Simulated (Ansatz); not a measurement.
# A convergence test on Ga2O3 (R-3c): k mesh of the density

How far can the k mesh of the density be lowered for the gap of Ga2O3 (R-3c)?

Main program and level: Ansatz 0.2.0; DFT, PBE, plane waves, PAW.

## Step 1: Set-up

Symmetry: R-3c, No. 167, trigonal system. The conventional cell has a = 4.997 Å, b = 4.997 Å, c = 13.451 Å, α = 90.00°, β = 90.00°, γ = 120.00°. Ga has 6 O at 1.93 to 2.08 Å nearest. Nearest to O lie 4 Ga at 1.93 to 2.08 Å. Farther neighbours and most contacts between anions are not listed.

Structure file:

```cif
data_structure
_symmetry_space_group_name_H-M 'R-3c:H'
_symmetry_Int_Tables_number 167
_cell_length_a 4.9974
_cell_length_b 4.9974
_cell_length_c 13.4506
_cell_angle_alpha 90.000
_cell_angle_beta 90.000
_cell_angle_gamma 120.000
_cell_volume 290.91
loop_
_atom_site_label
_atom_site_type_symbol
_atom_site_symmetry_multiplicity
_atom_site_Wyckoff_symbol
_atom_site_fract_x
_atom_site_fract_y
_atom_site_fract_z
_atom_site_occupancy
Ga1 Ga 12 c 0.66667 0.33333 0.18892 1
O1 O 18 e 0.66667 0.03017 0.08333 1
```

The cell and positions are those that the Materials Project relaxed with its own functionals (PBE, PBE+U or r2SCAN), kept fixed. This is not the form that Ga2O3 usually takes at ambient conditions. The default PAW set here is soft_2. Its files were made with PBE.

## Step 2: k mesh of the density: 2×2×2

input.yaml reads:

```yaml
crystal:
  lattice:
    - [2.4986991939, 1.4426246522, 4.4835497685]
    - [-2.4986991939, 1.4426246522, 4.4835497685]
    - [0.0, -2.8852493044, 4.4835497685]
  atoms:
    - { symbol: Ga, position: [0.85558558, 0.85558558, 0.85558558] }
    - { symbol: Ga, position: [0.64441442, 0.64441442, 0.64441442] }
    - { symbol: Ga, position: [0.14441442, 0.14441442, 0.14441442] }
    - { symbol: Ga, position: [0.35558558, 0.35558558, 0.35558558] }
    - { symbol: O, position: [0.75, 0.44683282, 0.05316718] }
    - { symbol: O, position: [0.44683282, 0.05316718, 0.75] }
    - { symbol: O, position: [0.05316718, 0.75, 0.44683282] }
    - { symbol: O, position: [0.25, 0.55316718, 0.94683282] }
    - { symbol: O, position: [0.94683282, 0.25, 0.55316718] }
    - { symbol: O, position: [0.55316718, 0.94683282, 0.25] }
kpoints:
  mp_grid: { grid: [2, 2, 2] }
  band_path:
    path:
      - [0.0, 0.0, 0.0]
      - [0.5, 0.5, 0.5]
      - [0.76431389, 0.23568611, 0.5]
      - [0.5, -0.23568611, 0.23568611]
      - [0.5, 0.0, 0.0]
      - [0.36784305, -0.36784305, 0.0]
      - [0.63215695, 0.0, 0.36784305]
      - [0.5, 0.0, 0.5]
      - [0.0, 0.1666666667, -0.1666666667]
    npoints: 1
hamiltonian:
  xc: pbe
scf:
  occupations: { method: fixed }
  n_extra_bands: 7
output:
  eigenvalues: true
  forces: true
  stress: true
  write_density: true
  write_potential: true
  elf: true
  volumetric_format: npy
```

The run is started by

```
$ ansatz run input.yaml --threads 3 --pin off --max-ram 92160MiB --backend cuda --events-out ev --progress --plain --runs-dir out --devices 1 --max-vram 13GiB  # rebuilt from the run's record
```

Numbers of over 12 decimals in the logs are rounded to 6 here.

Log:

```text
scf.n_extra_bands = 7 over 44 filled bands (N_el = 88.0): the run solves 51 bands
GPUs: using 1 of 1 available (devices: 1).
Engine: ansatz 0.2.0, x86_64-unknown-linux-gnu
Pseudopotentials: kind: paw
Pseudopotential: Ga, paw, valence charge 13, recommended cutoff 420 eV (normal), Ga.paw.azcp
Pseudopotential: O, paw, valence charge 6, recommended cutoff 420 eV (normal), O.paw.azcp
Functional definition: PBE
  parameter kappa = 0.804
  parameter beta = 0.066725
  exchange = pbe_x(kappa = kappa, mu = beta*pi^2/3)
  correlation = pbe_c(beta = beta)
concurrent solve slots: 2 of 3 are kept, ahead of what memory takes: no pass of the eigensolver takes more rounds on 2
device memory: the entry about to start is reckoned to put 2.0 GiB on a device that reports 33.6 GiB free (of which the cap on the GPU budget leaves the run 13.0 GiB)
GPU FFT provider: cuFFT
GPU libraries: cuBLAS 13.8.2, cuFFT 12.4.0, cuSOLVER 12.3.4
Crystal: 10 atoms, lattice volume = 96.971 Å³
Basis set: ecut = 420 eV, 1899 PW (Γ), exchange–correlation on 72×72×72 points (8 copies of the dense FFT grid, shifted against one another)
Bands: 51, of which v1, the nominal top of the filled ones, is band 44 counted from 1 (43 counted from 0)
Symmetry: 12 space group operations
Space group: R-3c (ITA 167), of the structure as read, at distance tolerance 4.6e-5 Å
k-points: 4 of 8
Non-local potential: Ga, projectors of the file, l = 0: 2, l = 1: 2, l = 2: 3, l = 3: 1
Non-local potential: O, projectors of the file, l = 0: 2, l = 1: 2, l = 2: 1
PAW form: soft (Blöchl's): semilocal exchange-correlation on the pseudo side does not see the compensation charge
PAW one-centre angular grid: Ga, 590 points (default); XC on 64 Gauss nodes
PAW one-centre angular grid: O, 110 points (default); XC on 64 Gauss nodes
Initial density: superposition of atomic densities (neutral atoms: chi_scale 0, normalization atom), corrected by the library's trained network
Initial wavefunctions: pseudopotential atomic-orbital guess
GPU buffer pool allocated for 46656 grid points (all kernels)
GPU transforms: local potential and band sums: pruned to the plane-wave sphere, on 36×36×36
Functional: x = pbe(κ = 0.804, μ = 0.219515), c = pbe(β = 0.066725)
SCF iter   1: F=—  HF=-18539.614475 eV  |F-HF|=—  |Δ(HF+E_count)|=         —  Δρ=1.44e-3  dr2=9.42e-4  ethr=1.77e-3  ⟨swp⟩=4.5  Hψ=656  notcnv=0  defer=19
preconditioner: auto → Resta (q_TF=auto, 2.685 Å⁻¹)  ε∞=5.3  [insulator: Δε(μ)=2.928 eV  Ē_g=17.114 eV  n_scr=26 (ndim 8)  ℏωp=35.4 eV  f_vac=0.015  ε∞_Penn≈5.3]
SCF iter   2: F=—  HF=-18539.614857 eV  |F-HF|=—  |Δ(HF+E_count)|=   3.81e-4  Δρ=7.33e-4  dr2=1.35e-4  ethr=1.07e-6  ⟨swp⟩=2.2  Hψ=444  notcnv=0  defer=20
SCF iter   3: F=—  HF=-18539.615279 eV  |F-HF|=—  |Δ(HF+E_count)|=   4.22e-4  Δρ=3.12e-4  dr2=3.11e-5  ethr=1.53e-7  ⟨swp⟩=2.8  Hψ=365  notcnv=0  defer=19
SCF iter   4: F=—  HF=-18539.615634 eV  |F-HF|=—  |Δ(HF+E_count)|=   3.55e-4  Δρ=4.83e-5  dr2=2.03e-6  ethr=3.53e-8  ⟨swp⟩=2.0  Hψ=370  notcnv=0  defer=15
SCF iter   5: F=—  HF=-18539.615636 eV  |F-HF|=—  |Δ(HF+E_count)|=   1.49e-6  Δρ=2.42e-5  dr2=5.76e-7  ethr=2.31e-9  ⟨swp⟩=2.0  Hψ=346  notcnv=0  defer=15
SCF iter   6: F=-18539.615637 eV  HF=-18539.615637 eV  |F-HF|=6.73e-8  |Δ(HF+E_count)|=   9.31e-7  Δρ=6.97e-6  dr2=5.76e-8  ethr=1.14e-10  ⟨swp⟩=13.0  Hψ=1659  notcnv=0
SCF 1 converged in 6 iterations: F = -18539.615637 eV  dr2 = 5.76e-8
[...]
device memory: the entry about to start is reckoned to put 2.1 GiB on a device that reports 30.3 GiB free (of which the cap on the GPU budget leaves the run 13.0 GiB)
NSCF: frozen V_eff on 9 k-points
SCF converged after 6 iterations
Free energy (F): -18539.615637 eV
Harris-Foulkes:  -18539.615637 eV  (|F-HF|=6.73e-8)
Internal energy: -18539.615637 eV  (E = F + TS)
E sigma→0 (E₀):  -18539.615637 eV
Fermi energy:    9.018621 eV
--- Per-component energies (eV) ---
  E_band       = 7.759179
  E_kinetic    = 1524.353206
  E_local      = -8531.335466  (includes V_loc(G=0)·N_el)
  E_nonlocal   = 2024.603695
  E_hartree    = 3857.091035
  E_xc         = -713.130113
  E_vxc        = -791.550521  (∫ρ·V_xc dr)
  E_paw        = -8947.603547  (= ΣΔE_a)
  E_vpaw       = -1932.502304  (= ΣTr[D̂ρ^β])
  E_aug_tail   = 0.014676  (compensation charges beyond the density's cutoff)
  E_ewald      = -7753.609124
  E_smearing   = -0.000000  (= −TS)
  E_closure    = 0.000000  (closes the sum)
  Σ components = -18539.615637   (vs F -18539.615637, Δ=0.00e0)
--- Forces (eV/Å), atoms counted from 1 ---
  atom   1  Ga    -0.00000000    -0.00000000     0.05119216
  atom   2  Ga    -0.00000000     0.00000000    -0.05119216
  atom   3  Ga     0.00000000     0.00000000    -0.05119216
  atom   4  Ga     0.00000000    -0.00000000     0.05119216
  atom   5  O      0.03188705    -0.05522999    -0.00000000
  atom   6  O     -0.06377410    -0.00000000    -0.00000000
  atom   7  O      0.03188705     0.05522999     0.00000000
  atom   8  O     -0.03188705     0.05522999     0.00000000
  atom   9  O     -0.03188705    -0.05522999    -0.00000000
  atom  10  O      0.06377410    -0.00000000    -0.00000000
  max |Σ_I F_I| component: 2.54e-17 eV/Å
--- Stress (GPa, compression-positive) ---
        7.972176       0.000000       0.000000
        0.000000       7.972176      -0.000000
        0.000000      -0.000000       6.876185
  P = ⅓ Tr σ = 7.6068 GPa (76.068 kbar)
--- Band table (eV) ---
  k-point 0: bands = [... 40 lower, 8.8480, 8.8480, 8.9114, 8.9114, 11.9420, 15.8224, 15.9751, 18.0395, ... 3 higher]
  k-point 1: bands = [... 40 lower, 8.1846, 8.1846, 9.0112, 9.0112, 15.5442, 15.5442, 15.8766, 15.8766, ... 3 higher]
  k-point 2: bands = [... 40 lower, 8.3080, 8.4709, 8.9142, 9.0186, 15.6821, 15.8868, 16.7353, 16.8491, ... 3 higher]
  k-point 3: bands = [... 40 lower, 8.8638, 8.8638, 8.8638, 8.8638, 15.0010, 15.0010, 17.0084, 17.0084, ... 3 higher]
```

Run time: 2.5 s. Hardware: 1 × NVIDIA H100 80GB HBM3 (shared by 6 runs) with 3 threads of AMD EPYC 7R13 (Zen 3), shared host; peak memory 0.94 GiB.

Numbers from this step:

```
pressure             : 7.607 GPa
gap                  : 2.779 eV
valence top at       : k = (0.000, 0.167, -0.167)
conduction bottom at : Γ
least direct gap     : 3.031 eV
```

The gap is indirect, with the least direct gap 0.25 eV higher.

## Step 3: k mesh of the density: 4×4×4

input.yaml: that of step 2 with these lines changed.

```diff
@@ -17,3 +17,3 @@
 kpoints:
-  mp_grid: { grid: [2, 2, 2] }
+  mp_grid: { grid: [4, 4, 4] }
   band_path:
@@ -39,5 +39 @@
   stress: true
-  write_density: true
-  write_potential: true
-  elf: true
-  volumetric_format: npy
```

Log:

```text
[...]
GPUs: using 1 of 1 available (devices: 1).
[...]
GPU FFT provider: cuFFT
GPU libraries: cuBLAS 13.8.2, cuFFT 12.4.0, cuSOLVER 12.3.4
Crystal: 10 atoms, lattice volume = 96.971 Å³
Basis set: ecut = 420 eV, 1899 PW (Γ), exchange–correlation on 72×72×72 points (8 copies of the dense FFT grid, shifted against one another)
[...]
k-point 0: bands = [... 40 lower, 8.8345, 8.8345, 8.8973, 8.8973, 11.9366, 15.8182, 15.9706, 18.0315, ... 3 higher]
  k-point 1: bands = [... 40 lower, 8.5390, 8.5969, 8.9579, 9.1085, 13.5114, 15.6469, 16.4592, 17.3124, ... 3 higher]
  k-point 2: bands = [... 40 lower, 8.1715, 8.1715, 8.9972, 8.9972, 15.5380, 15.5380, 15.8705, 15.8705, ... 3 higher]
  k-point 12: bands = [... 40 lower, 8.8499, 8.8499, 8.8499, 8.8499, 14.9936, 14.9936, 17.0053, 17.0053, ... 3 higher]
[key lines of the parts left out:]
SCF converged after 6 iterations
Free energy (F): -18539.725479 eV
Fermi energy:    9.108451 eV
P = ⅓ Tr σ = 7.9814 GPa (79.814 kbar)
```

It took 3.2 s on 1 × NVIDIA H100 80GB HBM3 (shared by 6 runs) with 3 threads; peak memory 0.93 GiB; 4 s of CPU time.

Numbers from this step:

```yaml
pressure: 7.981 GPa
gap: 2.788 eV
valence_top_at: k = (0.000, 0.167, -0.167)
conduction_bottom_at: Γ
least_direct_gap: 3.039 eV
```

The gap is 2.788 eV, +0.009 eV from the run before at this level.

## Step 4: k mesh of the density: 6×6×6 (the default)

input.yaml, the sections that differ from step 3:

```yaml
kpoints:
  mp_grid: { grid: [6, 6, 6] }
  band_path:
    path:
      - [[0.0, 0.0, 0.0], [0.5, 0.5, 0.5], [0.76431389, 0.23568611, 0.5]]
      - [[0.5, -0.23568611, 0.23568611], [0.5, 0.0, 0.0], [0.0, 0.0, 0.0], [0.36784305, -0.36784305, 0.0]]
      - [[0.63215695, 0.0, 0.36784305], [0.5, 0.0, 0.5], [0.0, 0.0, 0.0]]
    npoints: 10
scf:
  occupations: { method: fermi_dirac, width: 0.02 }
  n_extra_bands: 7
output:
  eigenvalues: true
  forces: true
  stress: true
  write_density: true
  write_potential: true
  elf: true
  volumetric_format: npy
# crystal, hamiltonian: as in step 3
```

Log:

```text
[...]
GPUs: using 1 of 1 available (devices: 1).
[...]
GPU FFT provider: cuFFT
GPU libraries: cuBLAS 13.8.2, cuFFT 12.4.0, cuSOLVER 12.3.4
Crystal: 10 atoms, lattice volume = 96.971 Å³
Basis set: ecut = 420 eV, 1899 PW (Γ), exchange–correlation on 72×72×72 points (8 copies of the dense FFT grid, shifted against one another)
[...]
k-point 0: bands = [... 40 lower, 8.8342, 8.8342, 8.8970, 8.8970, 11.9365, 15.8181, 15.9705, 18.0314, ... 3 higher]
  k-point 1: bands = [... 40 lower, 8.6239, 8.7074, 8.9631, 9.0735, 12.7820, 15.7200, 16.3197, 17.6708, ... 3 higher]
  k-point 2: bands = [... 40 lower, 8.4266, 8.5067, 8.9550, 9.0904, 14.2613, 15.6010, 16.2641, 16.8799, ... 3 higher]
  k-point 31: bands = [... 40 lower, 8.8496, 8.8496, 8.8496, 8.8496, 14.9934, 14.9934, 17.0053, 17.0053, ... 3 higher]
[key lines of the parts left out:]
SCF converged after 6 iterations
Free energy (F): -18539.726621 eV
Fermi energy:    10.561566 eV
P = ⅓ Tr σ = 7.9921 GPa (79.921 kbar)
```

The job ended after 6.1 s (1 × NVIDIA H100 80GB HBM3 (shared by 6 runs) with 3 threads; peak memory 0.96 GiB; 6.1 s of CPU time).

This step gave:

| Quantity | Value |
| --- | --- |
| pressure | 7.992 GPa |
| gap | 2.788 eV |
| valence top at | k = (0.000, 0.167, -0.167) |
| conduction bottom at | Γ |
| least direct gap | 3.040 eV |

The gap is 2.788 eV, as in the run before at this level.

## Step 5: k mesh of the density: 8×8×8

input.yaml, the sections that differ from step 4:

```yaml
kpoints:
  mp_grid: { grid: [8, 8, 8] }
  band_path:
    path:
      - [0.0, 0.0, 0.0]
      - [0.5, 0.5, 0.5]
      - [0.76431389, 0.23568611, 0.5]
      - [0.5, -0.23568611, 0.23568611]
      - [0.5, 0.0, 0.0]
      - [0.36784305, -0.36784305, 0.0]
      - [0.63215695, 0.0, 0.36784305]
      - [0.5, 0.0, 0.5]
      - [0.0, 0.1666666667, -0.1666666667]
    npoints: 1
scf:
  occupations: { method: fixed }
  n_extra_bands: 7
output:
  eigenvalues: true
  forces: true
  stress: true
# crystal, hamiltonian: as in step 4
```

Log:

```text
[...]
GPUs: using 1 of 1 available (devices: 1).
[...]
GPU FFT provider: cuFFT
GPU libraries: cuBLAS 13.8.2, cuFFT 12.4.0, cuSOLVER 12.3.4
Crystal: 10 atoms, lattice volume = 96.971 Å³
Basis set: ecut = 420 eV, 1899 PW (Γ), exchange–correlation on 72×72×72 points (8 copies of the dense FFT grid, shifted against one another)
[...]
k-point 0: bands = [... 40 lower, 8.8342, 8.8342, 8.8971, 8.8971, 11.9365, 15.8181, 15.9705, 18.0314, ... 3 higher]
  k-point 1: bands = [... 40 lower, 8.6597, 8.7702, 8.9605, 9.0334, 12.4567, 15.7569, 16.1918, 17.8186, ... 3 higher]
  k-point 2: bands = [... 40 lower, 8.5387, 8.5967, 8.9576, 9.1082, 13.5112, 15.6468, 16.4591, 17.3123, ... 3 higher]
  k-point 64: bands = [... 40 lower, 8.8496, 8.8496, 8.8496, 8.8496, 14.9935, 14.9935, 17.0053, 17.0053, ... 3 higher]
[key lines of the parts left out:]
SCF converged after 6 iterations
Free energy (F): -18539.726565 eV
Fermi energy:    9.128896 eV
P = ⅓ Tr σ = 7.9941 GPa (79.941 kbar)
```

The job ended after 6.9 s (1 × NVIDIA H100 80GB HBM3 (shared by 6 runs) with 3 threads; peak memory 0.94 GiB; 8.5 s of CPU time).

This step gave:

- pressure: 7.994 GPa
- gap: 2.788 eV
- valence top at: k = (0.000, 0.167, -0.167)
- conduction bottom at: Γ
- least direct gap: 3.039 eV

The gap is 2.788 eV, as in the run before at this level.

## Step 6: The series

Differences are against the last row; a negative gap means that bands overlap, and a run with a band path holds that path's time. Times are wall times on 1 × NVIDIA H100 80GB HBM3 (shared by 6 runs) with 3 threads of AMD EPYC 7R13 (Zen 3), shared host, good to a factor of about two.

```csv
k mesh of the density,gap (eV),direct gap (eV),gap error (eV),energy error (meV/atom),irreducible k,time
2×2×2,2.779,3.031,−0.009,+11.1,4,2.5 s
4×4×4,2.788,3.039,−0.0002,+0.1,13,3.2 s
6×6×6,2.788,3.040,+0.000,+0.0,32,6.1 s
8×8×8,2.788,3.039,+0.000,+0.0,65,6.9 s
```

## Step 7: What came out

| Quantity | Value |
| --- | --- |
| 2×2×2 | 2.779 eV |
| 4×4×4 | 2.788 eV |
| 6×6×6 | 2.788 eV |
| 8×8×8 | 2.788 eV |

What this shows: The gap holds to 0.02 eV from 2×2×2 on, the cheapest setting tried. At 2×2×2 the gap is off by −0.009 eV and the energy by +11 meV/atom. The gap is read over the mesh and added points near the edges, so meshes differ mainly through the density and, for a hybrid, the exchange operator.

[Paths, hosts, dates, memory and timing lines, banners, echoed tables and standing remarks are left out of the program output.]

[Logs are printed without paths, hosts, clocks, repeated set-up lines and the standing remarks that a program may print on its own settings, such as how far it seeks lower states.]

[Runs of the session that timed out or met a known fault of the program may be left out.]

[Cells called generated may have been cut or substituted from an entry of the Crystallography Open Database or the Materials Project.]

[Hosts, paths, dates, database ids (printed as entryN), source tags and the programs' standing remarks are cut or masked in the printed files.]
